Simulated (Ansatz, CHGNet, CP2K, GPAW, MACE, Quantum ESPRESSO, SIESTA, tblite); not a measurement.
# Running the unslipped end of a generalised stacking fault on (111) of Pb (72 atoms) with CP2K, part 2 of 2

Aim: run the unslipped end of a generalised stacking fault on (111) of Pb (72 atoms) in CP2K and see how near its forces come to a plane-wave reference, and at what cost.

Program: CP2K 2026.2; the method stands at each step. Banners, paths, timers and routine set-up lines are dropped from the logs unmarked, and long logs keep their key lines alone; longer cuts are marked.

So far. Step 2 (PBE, DZVP-MOLOPT-SR, 350/50 Ry, diagonalisation): Forces lie 4.1 % from the reference's, at 1.5 times its CPU time. Step 3 (PBE, DZVP-UZH, 350/50 Ry, diagonalisation): Against the first run (4.1 %), the force difference from the reference is 17 %, at 0.69 times the CPU time, with 936 basis functions against 936; this set comes with other potentials too, so the change isn't the basis's alone.

## (4) PBE, DZVP-MOLOPT-SR, 244/50 Ry, diagonalisation

Method: Kohn-Sham DFT, PBE, GTH-PBE pseudopotentials, Gaussian and plane waves, DZVP-MOLOPT-SR-GTH, diagonalisation.

File input.inp:

```
&GLOBAL
  PROJECT cell
  RUN_TYPE ENERGY_FORCE
  PRINT_LEVEL LOW
&END GLOBAL
&FORCE_EVAL
  METHOD QS
  STRESS_TENSOR ANALYTICAL
  &DFT
    BASIS_SET_FILE_NAME BASIS_MOLOPT
    POTENTIAL_FILE_NAME GTH_POTENTIALS
    &MGRID
      CUTOFF 244
      REL_CUTOFF 50
    &END MGRID
    &QS
      EPS_DEFAULT 1.0E-12
    &END QS
    &SCF
      SCF_GUESS ATOMIC
      EPS_SCF 5.0E-06
      MAX_SCF 200
      ADDED_MOS 32
      &DIAGONALIZATION
        ALGORITHM STANDARD
      &END DIAGONALIZATION
      &SMEAR ON
        METHOD FERMI_DIRAC
        ELECTRONIC_TEMPERATURE [K] 580
      &END SMEAR
      &MIXING
        METHOD BROYDEN_MIXING
        ALPHA 0.15
        NBROYDEN 12
      &END MIXING
      &PRINT
        &RESTART OFF
        &END RESTART
      &END PRINT
    &END SCF
    &XC
      &XC_FUNCTIONAL PBE
      &END XC_FUNCTIONAL
    &END XC
    &PRINT
      &MULLIKEN ON
      &END MULLIKEN
      &HIRSHFELD ON
        SHAPE_FUNCTION DENSITY
      &END HIRSHFELD
      &MO ON
        EIGENVALUES T
        OCCUPATION_NUMBERS T
        MO_INDEX_RANGE 133 156
        &EACH
          QS_SCF 0
        &END EACH
        ADD_LAST NUMERIC
      &END MO
    &END PRINT
  &END DFT
  &SUBSYS
    &CELL
      A 10.50054 0.00000 0.00000
      B 0.00000 12.12497 0.00000
      C 0.00000 0.00000 17.24730
    &END CELL
    &COORD
      SCALED
[... 72 atom lines left out: the same atoms as in the first run ...]
    &END COORD
    &KIND Pb
      BASIS_SET DZVP-MOLOPT-SR-GTH-q4
      POTENTIAL GTH-PBE-q4
    &END KIND
  &END SUBSYS
  &PRINT
    &FORCES ON
    &END FORCES
    &STRESS_TENSOR ON
    &END STRESS_TENSOR
  &END PRINT
&END FORCE_EVAL
```

On the command line:

```bash
> OMP_NUM_THREADS=1 mpirun -np 4 cp2k.psmp -i input.inp > output.txt
```

Numbers of over 12 decimals in the logs are rounded to 6 here.

Log:

```text
CP2K| version string:                                       CP2K version 2026.2
 CP2K| Input file name                                                 input.inp
 GLOBAL| Basis set file name                                        BASIS_MOLOPT
 GLOBAL| Potential file name                                      GTH_POTENTIALS
 GLOBAL| Run type                                                   ENERGY_FORCE
 GLOBAL| Total number of message passing processes                             4
 GLOBAL| Number of threads for this process                                    1
[... lines left out ...]
                        Smear method:                                FERMI_DIRAC
[... lines left out ...]
 Number of electrons:                                                        288
[... lines left out ...]
  Step     Update method      Time    Convergence         Total energy    Change
[... lines left out ...]
  *** SCF run converged in    14 steps ***
[... lines left out ...]
  Fermi energy:                                                 0.162560
  Total energy:                                              -257.395382
  Total energy (extrapolated to T->0):                       -257.384695
[... lines left out ...]
 MO| E(Fermi):            0.162560 a.u.          4.423484 eV
[... lines left out ...]
     72       Pb     1       4.000          4.000                        -0.000
  Total Charge                                                           -0.000
 !-----------------------------------------------------------------------------!
 ENERGY| Total FORCE_EVAL ( QS ) energy [hartree]           -257.395346
 FORCES| Atomic forces [hartree/bohr]
 FORCES|   Atom     x               y               z               |f|
 FORCES|      1 -1.71888025E-03  3.21758719E-04  4.39210527E-03   4.72743764E-03
 FORCES|      2  6.06678113E-03  1.65266665E-03 -5.58677208E-03   8.41125214E-03
 FORCES|      3  8.85687180E-04  2.48722332E-03  2.48029404E-03   3.62251020E-03
[...]
FORCES|     71 -3.10497696E-03  3.09771231E-03 -3.24221550E-03   5.45423366E-03
 FORCES|     72  7.32246061E-03 -3.24814086E-03 -1.29514587E-03   8.11457030E-03
 FORCES| Sum    -5.74892297E-08 -1.51560539E-07  4.97377721E-08
 FORCES| Total atomic force                                       1.69556641E-07
 STRESS| Analytical stress tensor [bar]
 STRESS|                        x                   y                   z
 STRESS|      x        7.41123560766E+04   3.26631007740E+02  -2.54758405146E+01
 STRESS|      y        3.26631007740E+02  -3.64413473354E+04   8.01430688255E+03
 STRESS|      z       -2.54758405146E+01   8.01430688255E+03   4.96915711908E+04
 STRESS| 1/3 Trace                                             2.91208599773E+04
```

Elapsed: 57 s, on 4 MPI ranks of Arm Neoverse V2, shared host; peak memory 3.7 GiB.

Compared with the plane-wave run:

* r.m.s. force component: 0.1588 eV/Å
* r.m.s. difference of force components: 6.401 meV/Å
* longest difference of force vectors: 21.48 meV/Å
* force difference over r.m.s. force: 4.113 %
* slope of forces against the reference's: 1.02
* correlation of force components: 0.9994
* pressure: 2.912 GPa
* pressure difference: 0.1794 GPa
* energy less the same-level run's: 0 meV/atom
* r.m.s. force difference from the same-level run: 0.002 meV/Å

Against the first run (4.1 %), the force difference from the reference is 4.1 %, at 0.81 times the CPU time: the change moves forces by under 0.01 meV/Å r.m.s., so most of the difference comes from elsewhere.

## (5) The ladder

Differences are against the plane-wave reference, forces as r.m.s. over components; share is that over the reference's r.m.s. force, slope the least-squares factor from reference forces to these. Total energies of different programs have different zeros and aren't compared.

| run | Δ force, r.m.s. (meV/Å) | share (%) | slope | Δ pressure (GPa) | cores | CPU time | memory (GiB) |
| --- | --- | --- | --- | --- | --- | --- | --- |
| reference | - | - | - | - | 4 | 3.1 min | 3.3 |
| CP2K PBE, DZVP-MOLOPT-SR, 350/50 Ry, diagonalisation | 6.40 | 4.11 | 1.020 | 0.179 | 4 | 4.7 min | 4.7 |
| CP2K PBE, DZVP-UZH, 350/50 Ry, diagonalisation | 25.8 | 16.6 | 1.130 | 1.57 | 4 | 3.2 min | 4.8 |
| CP2K PBE, DZVP-MOLOPT-SR, 244/50 Ry, diagonalisation (coarse) | 6.40 | 4.11 | 1.020 | 0.179 | 4 | 3.8 min | 3.7 |

Rows marked coarse were listed beforehand as settings not expected to be converged; some can still land near the reference.

CPU time is summed over cores on a shared host, where runs went side by side, so it is rough. Symmetry, cutoffs, thresholds, outputs and thread counts weren't matched or tuned between programs; memory under MPI is the largest rank's times the ranks.

Within one program, basis, potentials and functional, energies share a zero. Each run against its twin at the usual cutoff or grid and solver:

| run | twin | Δ energy (meV/atom) | Δ force, r.m.s. (meV/Å) | CPU time over the twin's |
| --- | --- | --- | --- | --- |
| CP2K PBE, DZVP-MOLOPT-SR, 244/50 Ry, diagonalisation | DZVP-MOLOPT-SR, 350/50 Ry, diagonalisation | 0 | 0.002 | 0.81 |

## (6) Outcome

```
nearest in forces : a tie at 4.1 % of 2 runs: CP2K PBE, DZVP-MOLOPT-SR, 350/50 Ry, diagonalisation; CP2K PBE, DZVP-MOLOPT-SR, 244/50 Ry, diagonalisation (coarse)
```

The PBE runs in local orbitals, coarse settings apart, differ by 4.1 % (CP2K PBE, DZVP-MOLOPT-SR, 350/50 Ry, diagonalisation) to 17 % (CP2K PBE, DZVP-UZH, 350/50 Ry, diagonalisation); basis, grid and potentials can all enter. Runs with settings chosen to be coarse differ by 4.1 % (CP2K PBE, DZVP-MOLOPT-SR, 244/50 Ry, diagonalisation), their programs' other errors included. None of the electronic-structure runs in the table takes under half the reference's CPU time of 3.1 min; they take 1.0 to 1.5 times as much. CP2K PBE, DZVP-UZH, 350/50 Ry, diagonalisation stiffens the forces by a factor of 1.13 while following their directions (correlation 0.996); the slopes of the 3 CP2K runs lie between 1.02 and 1.13. In pressure, CP2K PBE, DZVP-UZH, 350/50 Ry, diagonalisation misses by +1.6 GPa, at the same functional. The potentials hold different valence shells: 1008 electrons in the reference, 288 in CP2K with DZVP-UZH; this bears on time and differences. The reference's stress is far from hydrostatic: its diagonal is 7.3, -3.6, 4.5 GPa, compression counted positive. The host structure and its lattice constant were typed by rule, without a check against the phase diagram. The reference's pressure of 2.7 GPa says that the cell would expand at this level of theory. The electronic-structure runs sample only Γ, in a cell whose shortest periodic width is 11 Å, which is coarse for a cell with partly filled levels. Spin–orbit coupling is left out, which matters for the levels of the heavy elements.

[Also dropped from logs without a mark: logging warnings of Python, and SIESTA's first energy breakdown and zero terms.]

[Logs are printed without paths, hosts, clocks, repeated set-up lines and the standing remarks that a program may print on its own settings, such as how far it seeks lower states.]

[Hosts, paths, dates, database ids (printed as entryN), source tags and the programs' standing remarks are cut or masked in the printed files.]
